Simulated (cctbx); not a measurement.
# What is wrong with this refinement?

Cell a = 8.1030 Å, b = 8.1030 Å, c = 8.1030 Å, α = 90.00°, β = 90.00°, γ = 90.00°; space group Fm-3m (no. 225).

The data are simulated with cctbx, not measured: Cu Kα, λ = 1.54184 Å, to d = 0.83 Å, 95 % of the full sphere, strongest reflection 20000 counts, noise from counting, a 6 % proportional error and a noise floor of 4 counts (s.d.); no absorption.

An anisotropic refinement with weights 1/σ² prints:

```text
Rint 0.052, 40 unique reflections to 0.85 A
cycle     R1     wR2    GooF  max shift (A)
   1  0.0613  0.1382   7.829   0.00081
   2  0.0297  0.0569   3.222   0.00000
final R1 0.0297 wR2 0.0569 GooF 3.222  parameters 5  data/parameter 8.0
atom        x        y        z      Ueq    occ   su(xyz)  su(Uiso or U11)
Si1    0.00000  0.00000  0.00000   0.0054  1.000  0.00000  0.0007
Na1    0.25000  0.25000  0.75000   0.0143  1.000  0.00000  0.0008
F1     0.00000  0.00000  0.75532   0.0137  1.000  0.00019  0.0009
difference map: max 0.41 min -0.49 rms 0.10
Q1    0.0000  0.0000  0.0000    4    0.41  0.00 A from Si1
Q2    0.0000  0.0000  0.5000    4    0.19  2.07 A from F1
Q3    0.0000  0.2500  0.2500   24    0.14  2.03 A from Na1
Q4    0.0904  0.2500  0.2500   48    0.08  1.29 A from Na1
Q5    0.1494  0.1494  0.2686   96    0.08  1.16 A from Na1
Q6    0.0000  0.1406  0.2674   96    0.08  1.15 A from F1
```

**Question.** Can this result stand? If not, what is the likely fault?

Mend it. The fault: wrong element: Si1 is S. Against the right model at the same level, R1 goes from 0.0070 to 0.0297 and GooF from 0.89 to 3.22, U of Si1 shrinks from 0.0083 to 0.0054 Å², U of Na1 swells from 0.0105 to 0.0143 Å², U of F1 swells from 0.0101 to 0.0137 Å² and a hole of -0.5 e/Å³ opens. Si1 has 2 electrons too few and its U shrinks to make up, as expected (near an absorption edge f′ can widen the mismatch well beyond the difference in Z).

The compound is Na2SF6. The right model at the same level gives:

```text
Rint 0.052, 40 unique reflections to 0.85 A
cycle     R1     wR2    GooF  max shift (A)
   1  0.0075  0.0161   0.914   0.00003
   2  0.0070  0.0157   0.888   0.00000
final R1 0.0070 wR2 0.0157 GooF 0.888  parameters 5  data/parameter 8.0
atom        x        y        z      Ueq    occ   su(xyz)  su(Uiso or U11)
S1     0.00000  0.00000  0.00000   0.0083  1.000  0.00000  0.0002
Na1    0.25000  0.25000  0.75000   0.0105  1.000  0.00000  0.0002
F1     0.00000  0.00000  0.75542   0.0101  1.000  0.00005  0.0003
difference map: max 0.19 min -0.06 rms 0.02
Q1    0.0000  0.0000  0.5000    4    0.19  2.07 A from F1
Q2    0.0000  0.2500  0.2500   24    0.10  2.03 A from Na1
Q3    0.0000  0.0000  0.0000    4    0.08  0.00 A from S1
Q4    0.0000  0.0000  0.2539   24    0.07  0.08 A from F1
Q5    0.2500  0.2500  0.2500    8    0.05  0.00 A from Na1
Q6    0.0000  0.0943  0.2689   96    0.05  0.79 A from F1
```

The model was made for the exercise: a known structure type with other elements put in, its volume estimated, not relaxed; displacement parameters are assumed.

[Middle refinement cycles are left out of these outputs.]

[Logs are printed without paths, hosts, clocks, repeated set-up lines and the standing remarks that a program may print on its own settings, such as how far it seeks lower states.]
